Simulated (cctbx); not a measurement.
# Resonant diffraction in Eu7Ti

Space group Fm-3m (no. 225), a = 10.5160 Å, b = 10.5160 Å, c = 10.5160 Å, α = 90.00°, β = 90.00°, γ = 90.00°.

```
atom  mult.    x    y    z  Ueq (Å²)
 Eu1      4  1/2    0    0    0.0149
 Eu2     24    0  3/4  3/4    0.0162
 Ti1      4    0    0    0    0.0196
```

The model was made for the exercise: a known structure type with other elements put in, its volume estimated, not relaxed; displacement parameters are assumed.

Calculated with cctbx: free-atom f′ and f″ from the Sasaki tables, no fine structure; amplitudes in electrons.

| E (eV) | F 0 4 2 | F 4 4 0 | F 4 4 4 | F 2 2 2 |
| --- | --- | --- | --- | --- |
| 6377 | 103.8 | 1050.2 | 904.2 | 1313.6 |
| 6727 | 95.6 | 999.9 | 856.0 | 1260.3 |
| 6857 | 89.2 | 958.3 | 816.3 | 1216.3 |
| 6917 | 83.3 | 918.3 | 778.2 | 1173.9 |
| 6947 | 77.8 | 881.7 | 743.3 | 1135.1 |
| 6962 | 72.1 | 843.4 | 706.8 | 1094.5 |
| 6969 | 67.1 | 809.1 | 674.1 | 1058.1 |
| 6973 | 61.6 | 772.2 | 639.0 | 1018.9 |
| 6981 | 67.7 | 806.1 | 677.4 | 1045.9 |
| 6985 | 73.3 | 846.0 | 714.8 | 1089.1 |
| 6992 | 78.2 | 881.2 | 747.9 | 1127.1 |
| 7007 | 83.7 | 919.7 | 784.0 | 1168.6 |
| 7037 | 88.7 | 954.6 | 816.9 | 1206.2 |
| 7127 | 95.7 | 1004.4 | 863.8 | 1260.0 |
| 7377 | 99.8 | 1033.9 | 891.2 | 1292.3 |

**Question.** Which edge is crossed, and why do the reflections move as they do?

The L3 edge of Eu. The edge is at 6977 eV. f′ of Eu falls from -11.9 e at 6857 eV to -19.2 e at 4 eV below it, and f″ steps from 3.62 to 10.62 e across it. Over that approach |F| changes by -31 % (0 4 2), -19 % (4 4 0), -22 % (4 4 4) and -16 % (2 2 2): a reflection falls where Eu scatters in phase with the total and rises where it scatters against it; it hardly moves where the Eu term is small or cancels by symmetry. Above the edge the larger f″ enters the imaginary part, where it can add to or cancel the other atoms' f″. The structure is centrosymmetric, so Friedel mates stay equal.

[Logs are printed without paths, hosts, clocks, repeated set-up lines and the standing remarks that a program may print on its own settings, such as how far it seeks lower states.]
